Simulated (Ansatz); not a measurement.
# Cu3HgS4: relaxing a made-up structure, part 2 of 2

Starting from a made-up structure for Cu3HgS4, the aim is the relaxed cell, its shortest contacts and, where a second run follows, its electronic structure.

Ansatz 0.2.0; DFT, PBE, plane-wave PAW, files of the set soft_1, scalar-relativistic, ferromagnetic start, cell and ions relaxed at zero pressure; PAW set soft_1 (the session's first sound run).

So far: The structure; Relaxing cell and atoms. The relaxed cell has a, b, c = 3.811, 7.691, 10.728 Å (conventional setting).

## (3) Electronic structure of the relaxed cell

With the geometry fixed, one more self-consistent run, with a narrower smearing and the mesh shown in its input, gives the bands, and its pressure, and its forces where symmetry allows any, show how far the geometry depends on these settings.

This step: DFT, PBE, plane-wave PAW, files of the set soft_1, scalar-relativistic, no spin, bands and density of states at the relaxed cell; PAW set soft_1 (Ansatz 0.2.0).

input.yaml reads:

```yaml
crystal:
  lattice:
    - [3.8107565204, 0.0, 0.0]
    - [0.0, 3.8456526433, 5.3637706648]
    - [0.0, -3.8456526433, 5.3637706648]
  atoms:
    - { symbol: Hg, position: [0.0, 0.5093115067, 0.5093115067] }
    - { symbol: Cu, position: [0.5, 0.5085067776, -0.0052145831] }
    - { symbol: Cu, position: [0.5, -0.0052145831, 0.5085067776] }
    - { symbol: Cu, position: [0.0, -0.0031810969, -0.0031810969] }
    - { symbol: S, position: [0.5, 0.8748396823, 0.8748396823] }
    - { symbol: S, position: [0.0, 0.9094610194, 0.3650683778] }
    - { symbol: S, position: [0.0, 0.3650683778, 0.9094610194] }
    - { symbol: S, position: [0.5, 0.3541083161, 0.3541083161] }
kpoints:
  mp_grid: { grid: [8, 6, 6] }
  band_path:
    path:
      - [[0.0, 0.0, 0.0], [0.0, 0.37851083, -0.37851083], [0.0, 0.0, -0.5], [-0.5, 0.0, -0.5], [-0.5, 0.37851083, -0.37851083], [-0.5, 0.0, 0.0], [0.0, 0.0, 0.0], [0.0, -0.5, -0.5], [0.0, -0.37851083, -0.62148917], [-0.5, -0.37851083, -0.62148917], [-0.5, -0.5, -0.5], [0.0, -0.5, -0.5]]
      - [[-0.5, 0.0, 0.0], [-0.5, -0.5, -0.5]]
    npoints: 6
scf:
  occupations: { method: fermi_dirac, width: 0.03 }
  n_extra_bands: 12
hamiltonian:
  xc: pbe
  pseudopotentials: { kind: paw, azcp: { folder: soft_1 } }
output:
  forces: true
  stress: true
  write_bands: true
  dos: { projected: true }
  write_density: true
  write_potential: true
  elf: true
  volumetric_format: npy
```

Command:

```
$ ansatz run input.yaml --threads 4 --pin off --max-ram 10240MiB --backend cpu --events-out ev --progress --plain --runs-dir out
```

Numbers of over 12 decimals in the logs are rounded to 6 here.

Output:

```text
[...]
Crystal: 8 atoms, lattice volume = 157.210 Å³
Basis set: ecut = 420 eV, 3069 PW (Γ), exchange–correlation on 54×90×90 points (8 copies of the dense FFT grid, shifted against one another)
Bands: 63, of which v1, the nominal top of the filled ones, is band 51 counted from 1 (50 counted from 0)
Symmetry: 4 space group operations
[...]
k-points: 65 of 288 (time reversal used)
[...]
SCF iter   1: F=—  HF=-37301.266250 eV  |F-HF|=—  |Δ(HF+E_count)|=         —  Δρ=8.21e-2  dr2=6.95e0  ethr=3.10e-3  ⟨swp⟩=7.3  Hψ=17257  notcnv=0  defer=78
[...]
SCF iter  13: F=-37300.440643 eV  HF=-37300.440643 eV  |F-HF|=1.12e-8  |Δ(HF+E_count)|=   3.01e-8  Δρ=2.67e-6  dr2=1.86e-8  ethr=9.90e-11  ⟨swp⟩=17.9  Hψ=31495  notcnv=0
SCF 1 converged in 13 iterations: F = -37300.440643 eV  dr2 = 1.86e-8
[...]
NSCF: frozen V_eff on 74 k-points
SCF converged after 13 iterations
Free energy (F): -37300.440643 eV
[...]
Internal energy: -37300.423847 eV  (E = F + TS)
E sigma→0 (E₀):  -37300.432245 eV
Entropy (-TS):   -0.016796 eV (-2.100 meV/atom)
Fermi energy:    7.933515 eV
[...]
--- Forces (eV/Å), atoms counted from 1 ---
  atom   1  Hg     0.00000000    -0.00000000     0.01470470
  atom   2  Cu     0.00000000    -0.00110883     0.02084138
  atom   3  Cu     0.00000000     0.00110883     0.02084138
  atom   4  Cu     0.00000000     0.00000000     0.02902127
  atom   5  S      0.00000000     0.00000000    -0.02675714
  atom   6  S      0.00000000     0.00103335    -0.02628061
  atom   7  S     -0.00000000    -0.00103335    -0.02628061
  atom   8  S      0.00000000     0.00000000    -0.00606665
  max |Σ_I F_I| component: 2.37e-5 eV/Å
--- Stress (GPa, compression-positive) ---
       -0.035100      -0.000000      -0.000000
       -0.000000      -0.087913       0.000000
       -0.000000       0.000000      -0.047261
  P = ⅓ Tr σ = -0.0568 GPa (-0.568 kbar)
--- Band table (eV; the first three rows and the last of 65) ---
  k-point 0: bands = [... 47 lower, 7.8529, 8.0894, 8.8256, 8.8261, 8.9017, 9.4910, 11.3361, 12.0093, ... 8 higher]
  k-point 1: bands = [... 47 lower, 7.9135, 8.0200, 8.3130, 8.7849, 8.8290, 9.9566, 11.5647, 12.1650, ... 8 higher]
  k-point 2: bands = [... 47 lower, 7.5280, 8.0788, 8.1209, 8.6380, 8.6458, 10.5034, 11.8832, 12.5398, ... 8 higher]
  k-point 64: bands = [... 47 lower, 6.6276, 7.7102, 7.8352, 7.8661, 8.0895, 10.1707, 11.7198, 12.0315, ... 8 higher]
```

Run time: 48 s. Hardware: 4 threads of Arm Neoverse V1, shared host; peak memory 0.96 GiB; 3.1 min of CPU time.

Numbers from this step:

```yaml
free_energy: -37300.4406 eV
energy_at_zero_smearing: -37300.4322 eV
smearing_term_ts: 0.01680 eV
fermi_energy: 7.934 eV
pressure: -0.05676 GPa
```

bands.tsv at the labelled points (eV, zero at the Fermi level; the bands that come nearest the Fermi level along the path):

| point | band 48 | band 49 | band 50 | band 51 | band 52 | band 53 | band 54 | band 55 |
| --- | --- | --- | --- | --- | --- | --- | --- | --- |
| Γ | -0.08 | 0.16 | 0.89 | 0.89 | 0.97 | 1.56 | 3.40 | 4.08 |
| X | -0.43 | -0.24 | -0.19 | -0.13 | 0.39 | 3.34 | 4.94 | 5.03 |
| S | -0.73 | 0.29 | 0.31 | 0.56 | 0.57 | 2.78 | 4.08 | 4.94 |
| R | -1.09 | -1.05 | -0.72 | -0.70 | -0.52 | 3.37 | 4.73 | 4.94 |
| A | -1.28 | -0.51 | -0.47 | -0.33 | 0.03 | 2.71 | 4.01 | 4.37 |
| Z | -1.28 | -1.09 | -1.05 | -0.10 | -0.03 | 3.74 | 5.45 | 5.61 |
| Γ | -0.08 | 0.16 | 0.89 | 0.89 | 0.97 | 1.56 | 3.40 | 4.08 |
| Y | -0.48 | -0.16 | -0.15 | -0.05 | 0.00 | 3.33 | 4.76 | 4.90 |
| X1 | -0.43 | -0.24 | -0.19 | -0.13 | 0.39 | 3.34 | 4.94 | 5.03 |
| A1 | -1.28 | -0.51 | -0.47 | -0.33 | 0.03 | 2.71 | 4.01 | 4.37 |
| T | -1.31 | -0.22 | -0.10 | -0.07 | 0.16 | 2.24 | 3.79 | 4.10 |
| Y | -0.48 | -0.16 | -0.15 | -0.05 | 0.00 | 3.33 | 4.76 | 4.90 |
| Z | -1.28 | -1.09 | -1.05 | -0.10 | -0.03 | 3.74 | 5.45 | 5.61 |
| T | -1.31 | -0.22 | -0.10 | -0.07 | 0.16 | 2.24 | 3.79 | 4.10 |

Valence density in the bc plane of the conventional cell at fractional x = 0.000, with atoms of Hg and Cu and S within 0.2 Å of it. It is the smooth field of the valence electrons, not physical close to the nuclei.

Ten steps, logarithmic in the rise over the least value, from '_' (0 e/Å³) to '@' (45 e/Å³), each cell a mean:
```
@@**::________..--++****==..________..==%%
--::____________..::----..____________..--
__________________________________________
__________________________________________
__________________________________________
__________________________________________
________........____________........______
______..::::::::..________..::::::..______
____....::....::..______..::::..::::..____
--::....::::::::..........::::::::::....::
**++::............--++==::............==++
##**--..______..::**@@%%==..________::++##
**++::__________::**@@%%--..________..==**
--::..____________::----..____________..--
__________________________________________
__________________________________________
__________________________________________
__________________________________________
______........______________........______
____..::::::::..__________....::::::..____
____..::....::..__________..::::..::::..__
......::::::::....::--::....::::::::::....
++--............::++**++==............::==
@@**::________..--**####++::________..==%%
```
Columns run along b (7.7 Å), rows up along c (10.7 Å), edges of the conventional cell, whose origin can differ from the input's. Atoms in or near the plane, at fractional coordinates: Hg at (0.50, 0.01), Hg at (0.00, 0.51), Cu at (0.50, 0.50), Cu at (0.00, 0.00), S at (0.77, 0.14), S at (0.27, 0.64), S at (0.23, 0.14), S at (0.73, 0.64).

ELF in the bc plane of the conventional cell at fractional x = 0.000, with atoms of Hg and Cu and S within 0.2 Å of it. It is the smooth field of the valence electrons, not physical close to the nuclei.

Values, 13 rows by 16 columns, each cell a mean:
```
0.30 0.16 0.14 0.10 0.10 0.21 0.36 0.45 0.48 0.40 0.27 0.12 0.09 0.13 0.16 0.23
0.13 0.11 0.06 0.02 0.02 0.06 0.13 0.16 0.17 0.14 0.08 0.03 0.02 0.05 0.10 0.12
0.03 0.03 0.05 0.13 0.17 0.11 0.04 0.03 0.03 0.03 0.08 0.16 0.16 0.08 0.03 0.03
0.02 0.12 0.43 0.67 0.72 0.67 0.42 0.10 0.05 0.30 0.62 0.71 0.70 0.54 0.21 0.04
0.18 0.29 0.70 0.56 0.16 0.56 0.76 0.30 0.18 0.63 0.73 0.22 0.36 0.75 0.43 0.18
0.46 0.34 0.44 0.71 0.68 0.74 0.44 0.19 0.18 0.31 0.68 0.70 0.71 0.57 0.32 0.43
0.62 0.45 0.29 0.25 0.30 0.24 0.16 0.33 0.47 0.17 0.20 0.30 0.27 0.25 0.40 0.56
0.32 0.28 0.18 0.06 0.03 0.09 0.14 0.15 0.16 0.15 0.11 0.05 0.04 0.14 0.25 0.31
0.07 0.06 0.03 0.04 0.04 0.03 0.05 0.07 0.08 0.06 0.03 0.03 0.04 0.03 0.05 0.07
0.02 0.10 0.31 0.47 0.45 0.27 0.08 0.02 0.01 0.04 0.19 0.40 0.49 0.38 0.16 0.03
0.11 0.52 0.73 0.52 0.59 0.70 0.37 0.10 0.07 0.23 0.62 0.67 0.49 0.67 0.66 0.21
0.18 0.54 0.77 0.39 0.49 0.73 0.37 0.29 0.31 0.29 0.63 0.64 0.33 0.66 0.70 0.26
0.36 0.18 0.40 0.62 0.57 0.35 0.37 0.55 0.61 0.43 0.31 0.50 0.62 0.51 0.22 0.26
```
Columns run along b (7.7 Å), rows up along c (10.7 Å), edges of the conventional cell, whose origin can differ from the input's. Atoms in or near the plane, at fractional coordinates: Hg at (0.50, 0.01), Hg at (0.00, 0.51), Cu at (0.50, 0.50), Cu at (0.00, 0.00), S at (0.77, 0.14), S at (0.27, 0.64), S at (0.23, 0.14), S at (0.73, 0.64).

Electrostatic potential energy in the bc plane of the conventional cell at fractional x = 0.000, with atoms of Hg and Cu and S within 0.2 Å of it. With pseudopotentials it is smooth inside the atoms' cores, unlike the true potential.

Values in eV, 13 rows by 16 columns, each cell a mean:
```
-32 -13   8  12  12   9  -5 -25 -28 -13   6  11  12  10  -2 -28
  9  11  12  13  13  12  11   9   8  10  12  13  13  12  11   9
 13  13  13  12  12  12  13  13  13  13  13  12  12  13  13  13
 13  12  10   2  -5   1  10  12  13  11   5  -5  -2   8  12  13
  9   9   1 -29 -28 -30   0  11  11   7 -21 -29 -31  -9   9   9
-26 -12   3  -7 -16  -8   1 -11 -15  -2  -3 -15 -12   2  -5 -23
-39 -26   2  10  11   9 -10 -40 -40 -24   6  11  11   7 -16 -37
 -7   2  10  12  12  12   7  -5  -8   3  11  12  12  11   6  -4
 12  12  13  13  13  13  13  12  12  12  13  13  13  13  12  12
 13  12  11  10  10  12  13  13  13  13  12  11   9  11  12  13
 12   9 -10 -24 -22  -1  11  12  12  11   5 -17 -24 -18   5  12
  6   6 -16 -28 -28  -6   5  -2  -4   3   1 -24 -28 -25   1   7
-36 -17   5   5   6   6 -15 -36 -38 -25   1   7   5   6  -6 -33
```
Columns run along b (7.7 Å; values clipped at the 3rd and 97th percentile), rows up along c (10.7 Å), edges of the conventional cell, whose origin can differ from the input's. Atoms in or near the plane, at fractional coordinates: Hg at (0.50, 0.01), Hg at (0.00, 0.51), Cu at (0.50, 0.50), Cu at (0.00, 0.00), S at (0.77, 0.14), S at (0.27, 0.64), S at (0.23, 0.14), S at (0.73, 0.64).

## (4) Summary of results

```json
{"space group, relaxed": "Amm2", "conventional cell": "a = 3.811, b = 7.691, c = 10.728 Å; α = 90.0°, β = 90.0°, γ = 90.0°", "volume per atom": "19.65 Å³ (guess 22.24)", "total moment": "0.00 μB in the cell of 8 atoms"}
```

Cu3HgS4 relaxes to Amm2 with a = 3.811, b = 7.691 and c = 10.728 Å. The guessed volume was 13 % too large. The space group Amm2 was held in the relaxation, so the end point is a stationary structure within it and may be a saddle against distortions or other arrangements. The moments died out from this one start and weren't seeded again at the relaxed cell. Bands cross the Fermi level, so it is a metal or semimetal at this level. The electron count is odd, which forces that without spin polarisation or a larger cell. On the 8×6×6 mesh with the narrower smearing (relaxed on 7×4×4) the largest force component is 0.029 eV/Å and the largest stress component is 0.088 GPa, against the relaxation's thresholds of 0.015 eV/Å and 0.05 GPa. The cutoff wasn't tested. Spin-orbit coupling is left out, which can matter for elements this heavy. No dispersion term is used, so weakly bound directions may come out too long. Nothing here tests whether the compound is stable against decomposition.

[Logs are printed without paths, hosts, clocks, repeated set-up lines and the standing remarks that a program may print on its own settings, such as how far it seeks lower states.]

[Hosts, paths, dates, database ids (printed as entryN), source tags and the programs' standing remarks are cut or masked in the printed files.]
